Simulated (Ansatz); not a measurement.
# K on Ni(111): change of the work function

Wanted: Δφ(θ) for K/Ni(111), starting from the fcc site.

Program: Ansatz 0.2.0. Level of theory: plane-wave DFT, PBE, Ansatz PAW. Results are calculated unless marked as measured.

This is a report of a sequence of runs, with most program output left out.

### Step 1. Set-up

The cell holds 4 atoms: 4 Ni. Its edges and angles: a = 2.489 Å, b = 2.489 Å, c = 24.097 Å, α = 90.0°, β = 90.0°, γ = 60.0°. Vacuum lies along c.

### Step 2. The clean slab

The bare slab comes first, as the zero from which every change is counted. The two lowest layers are held at bulk places and the upper ones relax. The dipole correction removes the false field that a one-sided slab makes across the periodic vacuum, so each face gets a flat vacuum level of its own.

input.yaml

```yaml
crystal:
  lattice:
    - [2.4890158698, 0.0, 0.0]
    - [1.2445079349, 2.1555509736, 0.0]
    - [0.0, 0.0, 24.0968188426]
  atoms:
    - { symbol: Ni, position: [0.0, 0.0, 0.3734932839], spin: 0.7 }
    - { symbol: Ni, position: [0.3333333333, 0.3333333333, 0.4578310946], spin: 0.7 }
    - { symbol: Ni, position: [0.6666666667, 0.6666666667, 0.5421689054], spin: 0.7 }
    - { symbol: Ni, position: [0.0, 0.0, 0.6265067161], spin: 0.7 }
magnetization:
  spin_polarized: true
kpoints:
  mp_grid: { grid: [12, 12, 1] }
hamiltonian:
  xc: pbe
scf:
  occupations: { method: fermi_dirac, width: 0.1 }
  convergence: { dr2_threshold: 1.0e-08 }
efield:
  axis: 3
  dipole_correction: true
  ramp_position: 0.97
  ramp_width: 0.06
relax:
  f_tol: 0.02
  max_steps: 60
  constraints: [{ sites: [0, 1] }]
output:
  write_potential: true
  write_density: true
  volumetric_format: npy
```

Command:

```bash
ansatz run input.yaml --threads 4 --pin off --max-ram 16384MiB --backend cpu --events-out ev --progress --plain --runs-dir out
```

Run time: 22 s. Hardware: 4 threads of Arm Neoverse V2, shared host; peak memory 0.54 GiB.

The steps of the relaxation:

| step | energy less that of the first step (eV) | largest force component (eV/Å) |
| --- | --- | --- |
| 1 | 0.0000 | 0.1468 |
| 2 | -0.0014 | 0.0868 |
| 3 | -0.0021 | 0.0025 |

The run keeps the 6 symmetry operations that it works with, so distortions that break them were not tested.

The atoms that moved most (Å):

| atom | dx | dy | dz | length |
| --- | --- | --- | --- | --- |
| Ni4 | 0.000 | 0.000 | -0.034 | 0.034 |
| Ni3 | 0.000 | 0.000 | -0.007 | 0.007 |

The relaxed structure:

```cif
data_structure
_symmetry_space_group_name_H-M 'P 1'
_symmetry_Int_Tables_number 1
_cell_length_a 2.4890
_cell_length_b 2.4890
_cell_length_c 24.0968
_cell_angle_alpha 90.000
_cell_angle_beta 90.000
_cell_angle_gamma 60.000
_cell_volume 129.28
loop_
_atom_site_label
_atom_site_type_symbol
_atom_site_fract_x
_atom_site_fract_y
_atom_site_fract_z
_atom_site_occupancy
Ni1 Ni 0.00000 0.00000 0.37349 1
Ni2 Ni 0.33333 0.33333 0.45783 1
Ni3 Ni 0.66667 0.66667 0.54189 1
Ni4 Ni 0.00000 0.00000 0.62510 1
```

This step gave:

| Item | Value |
| --- | --- |
| energy at zero smearing | -23357.5774 eV |
| total moment | 2.660 μB |
| site moments | 0.6971, 0.7155, 0.7170, 0.7006 μB |
| work function, upper face | 5.072 eV |
| dipole along the normal | 3.01e-4 e·Å |

Running mean over 2.032 Å of the planar mean; the ramp of the sawtooth is left out. Table of electron's electrostatic potential energy less the Fermi level by z:

| z (Å) | electron's electrostatic potential energy less the Fermi level (eV) |
| --- | --- |
| 3 | 5.08 |
| 4 | 5.08 |
| 5 | 5.08 |
| 6 | 5.03 |
| 7 | 4.40 |
| 8 | -3.19 |
| 9 | -10.0 |
| 10 | -10.3 |
| 11 | -10.4 |
| 12 | -10.5 |
| 13 | -10.4 |
| 14 | -10.6 |
| 15 | -10.2 |
| 16 | -3.97 |
| 17 | 4.26 |
| 18 | 5.01 |
| 19 | 5.07 |
| 20 | 5.07 |
| 21 | 5.07 |

Site moment by atom:

| atom | site moment (μB) |
| --- | --- |
| Ni1 | 0.697 |
| Ni2 | 0.715 |
| Ni3 | 0.717 |
| Ni4 | 0.701 |

The relaxation took 3 steps and lowered the energy by 0.0021 eV; the largest force on the free atoms ends at 0.0025 eV/Å.

The work function of the upper face is 5.07 eV.

### Step 3. The covered slab, k-mesh 4×4×1, coverage 0.111 ML

System of this step: KNi36 (K/Ni(111)). The cell holds 37 atoms: 36 Ni and 1 K. Cell: a = 7.467 Å, b = 7.467 Å, c = 27.109 Å, α = 90.0°, β = 90.0°, γ = 60.0°. Vacuum lies along c.

The clean slab as it ended is repeated in the plane and the adsorbate is set on one face; the cell's size fixes the coverage, and the k-mesh shrinks with it to keep the sampling density about even. Adsorbate and upper layers relax, since the dipole depends on the height.

input.yaml

```yaml
crystal:
  lattice:
    - [7.4670476093, 0.0, 0.0]
    - [3.7335238046, 6.4666529209, 0.0]
    - [0.0, 0.0, 27.1091163483]
  atoms:
    - { symbol: Ni, position: [0.0, 0.0, 0.3319916402], spin: 0.7 }
    - { symbol: Ni, position: [0.1111111111, 0.1111111111, 0.4069580433], spin: 0.72 }
    - { symbol: Ni, position: [0.2222222222, 0.2222222222, 0.4816751352], spin: 0.72 }
    - { symbol: Ni, position: [0.0, 0.0, 0.5556420936], spin: 0.7 }
    - { symbol: Ni, position: [0.0, 0.3333333333, 0.3319916402], spin: 0.7 }
    - { symbol: Ni, position: [0.1111111111, 0.4444444444, 0.4069580433], spin: 0.72 }
    - { symbol: Ni, position: [0.2222222222, 0.5555555556, 0.4816751352], spin: 0.72 }
    - { symbol: Ni, position: [0.0, 0.3333333333, 0.5556420936], spin: 0.7 }
[... 25 atom lines left out ...]
    - { symbol: Ni, position: [0.7777777778, 0.7777777778, 0.4069580433], spin: 0.72 }
    - { symbol: Ni, position: [0.8888888889, 0.8888888889, 0.4816751352], spin: 0.72 }
    - { symbol: Ni, position: [0.6666666667, 0.6666666667, 0.5556420936], spin: 0.7 }
    - { symbol: K, position: [0.1111111111, 0.1111111111, 0.6680083598] }
magnetization:
  spin_polarized: true
kpoints:
  mp_grid: { grid: [4, 4, 1] }
hamiltonian:
  xc: pbe
scf:
  occupations: { method: fermi_dirac, width: 0.1 }
  convergence: { dr2_threshold: 1.0e-08 }
efield:
  axis: 3
  dipole_correction: true
  ramp_position: 0.97
  ramp_width: 0.06
relax:
  f_tol: 0.02
  max_steps: 60
  constraints:
    - { sites: [0, 1, 4, 5, 8, 9, 12, 13, 16, 17, 20, 21, 24, 25, 28, 29, 32, 33] }
output:
  write_potential: true
  write_density: true
  volumetric_format: npy
```

Run time: 22 min. Hardware: 4 threads; peak memory 10 GiB.

Relaxation path:

| step | energy less that of the first step (eV) | largest force component (eV/Å) |
| --- | --- | --- |
| 1 | 0.0000 | 0.5865 |
| 2 | -0.0563 | 0.4283 |
| 3 | -0.0928 | 0.2416 |
| 4 | -0.1040 | 0.0666 |
| 5 | -0.1046 | 0.0181 |

The run keeps the 6 symmetry operations that it works with, so distortions that break them were not tested.

The atoms that moved most (Å):

| atom | dx | dy | dz | length |
| --- | --- | --- | --- | --- |
| K37 | 0.000 | 0.000 | -0.301 | 0.301 |
| Ni20 | -0.004 | -0.003 | 0.026 | 0.026 |
| Ni32 | 0.004 | -0.003 | 0.026 | 0.026 |
| Ni24 | 0.000 | 0.005 | 0.026 | 0.026 |
| Ni12 | -0.001 | 0.001 | 0.025 | 0.025 |
| Ni28 | 0.000 | -0.001 | 0.025 | 0.025 |
| Ni36 | 0.001 | 0.001 | 0.025 | 0.025 |
| Ni16 | 0.006 | -0.004 | -0.020 | 0.021 |

The relaxed structure:

```xyz
37
Lattice="7.4670 0.0000 0.0000 3.7335 6.4667 0.0000 0.0000 0.0000 27.1091" Properties=species:S:1:pos:R:3
Ni    0.0000    0.0000    9.0000
Ni    1.2445    0.7185   11.0323
Ni    2.4920    1.4388   13.0519
Ni   -0.0064   -0.0037   15.0430
Ni    1.2445    2.1556    9.0000
Ni    2.4890    2.8741   11.0323
Ni    3.7333    3.5927   13.0700
Ni    1.2445    2.1630   15.0430
Ni    2.4890    4.3111    9.0000
Ni    3.7335    5.0296   11.0323
Ni    4.9780    5.7447   13.0519
Ni    2.4880    4.3117   15.0878
Ni    2.4890    0.0000    9.0000
Ni    3.7335    0.7185   11.0323
Ni    4.9780    1.4368   13.0700
Ni    2.4955   -0.0037   15.0430
Ni    3.7335    2.1556    9.0000
Ni    4.9780    2.8741   11.0323
Ni    6.2227    3.5927   13.0700
Ni    3.7292    2.1530   15.0889
Ni    4.9780    4.3111    9.0000
Ni    6.2225    5.0296   11.0323
Ni    7.4718    5.7454   13.0593
Ni    4.9780    4.3161   15.0889
Ni    4.9780    0.0000    9.0000
Ni    6.2225    0.7185   11.0323
Ni    7.4641    1.4388   13.0519
Ni    4.9780   -0.0012   15.0878
Ni    6.2225    2.1556    9.0000
Ni    7.4670    2.8741   11.0323
Ni    8.7116    3.5981   13.0593
Ni    6.2269    2.1530   15.0889
Ni    7.4670    4.3111    9.0000
Ni    8.7116    5.0296   11.0323
Ni    9.9513    5.7454   13.0593
Ni    7.4681    4.3117   15.0878
K     1.2445    0.7185   17.8081
```

This step gave:

```yaml
energy_at_zero_smearing: -211757.3565 eV
total_moment: 23.39 μB
work_function_upper_face: 1.733 eV
work_function_lower_face: 5.080 eV
dipole_along_the_normal: 0.8932 e·Å
step_between_the_vacuum_levels: -3.347 eV
```

Running mean over 2.032 Å of the planar mean; the ramp of the sawtooth is left out. Electron's electrostatic potential energy less the Fermi level against z:

z (Å), electron's electrostatic potential energy less the Fermi level (eV) and a bar from the least value:
```
      3.5        5.1 ##############################
      4.0        5.1 ##############################
      4.5        5.1 ##############################
      5.0        5.1 ##############################
      5.5        5.1 ##############################
      6.0        5.0 ##############################
      6.5        4.9 ##############################
      7.0        4.4 #############################
      7.5        2.3 #########################
      8.0       -3.2 ##############
      8.5       -8.4 ####
      9.0      -10.0 #
      9.5      -10.3 #
     10.0      -10.3 
     10.5      -10.3 
     11.0      -10.4 
     11.5      -10.4 
     12.0      -10.4 
     12.5      -10.4 
     13.0      -10.4 
     13.5      -10.5 
     14.0      -10.5 
     14.5      -10.4 
     15.0      -10.1 #
     15.5       -8.9 ###
     16.0       -4.5 ############
     16.5        0.5 #####################
     17.0        2.0 ########################
     17.5        1.5 #######################
     18.0        1.1 ######################
     18.5        1.0 ######################
     19.0        1.3 #######################
     19.5        1.6 #######################
     20.0        1.7 #######################
     20.5        1.7 ########################
     21.0        1.7 ########################
     21.5        1.7 ########################
     22.0        1.7 ########################
     22.5        1.7 ########################
     23.0        1.7 ########################
     23.5        1.7 ########################
     24.0        1.7 ########################
```

Site moment by element, in μB:

| element | atoms | mean | spread (r.m.s.) | least | largest |
| --- | --- | --- | --- | --- | --- |
| Ni | 36 | 0.693 | 0.027 | 0.616 | 0.716 |
| K | 1 | -0.008 | 0.000 | -0.008 | -0.008 |

The atoms farthest from the mean of their element:

| atom | x, y, z (Å) | site moment (μB) |
| --- | --- | --- |
| Ni16 | 2.50, 0.00, 15.04 | 0.616 |
| Ni8 | 1.24, 2.16, 15.04 | 0.616 |
| Ni4 | -0.01, 0.00, 15.04 | 0.616 |
| Ni20 | 3.73, 2.15, 15.09 | 0.670 |
| Ni24 | 4.98, 4.32, 15.09 | 0.670 |
| Ni32 | 6.23, 2.15, 15.09 | 0.670 |
| Ni34 | 8.71, 5.03, 11.03 | 0.716 |
| Ni18 | 4.98, 2.87, 11.03 | 0.715 |

The relaxation took 5 steps and lowered the energy by 0.10 eV; the largest force on the free atoms ends at 0.018 eV/Å.

The covered face has 1.73 eV, -3.34 eV against the clean one; the bare back face has moved by -0.00 eV, a measure of how thin the slab is.

[end of part 1 of 2]

[Logs are printed without paths, hosts, clocks, repeated set-up lines and the standing remarks that a program may print on its own settings, such as how far it seeks lower states.]

[Hosts, paths, dates, database ids (printed as entryN), source tags and the programs' standing remarks are cut or masked in the printed files.]

[Maps of the electrostatic potential energy from Ansatz leave out the sawtooth potential of an applied field or a dipole correction, so their vacuum need not be flat; planar profiles and work functions include it.]
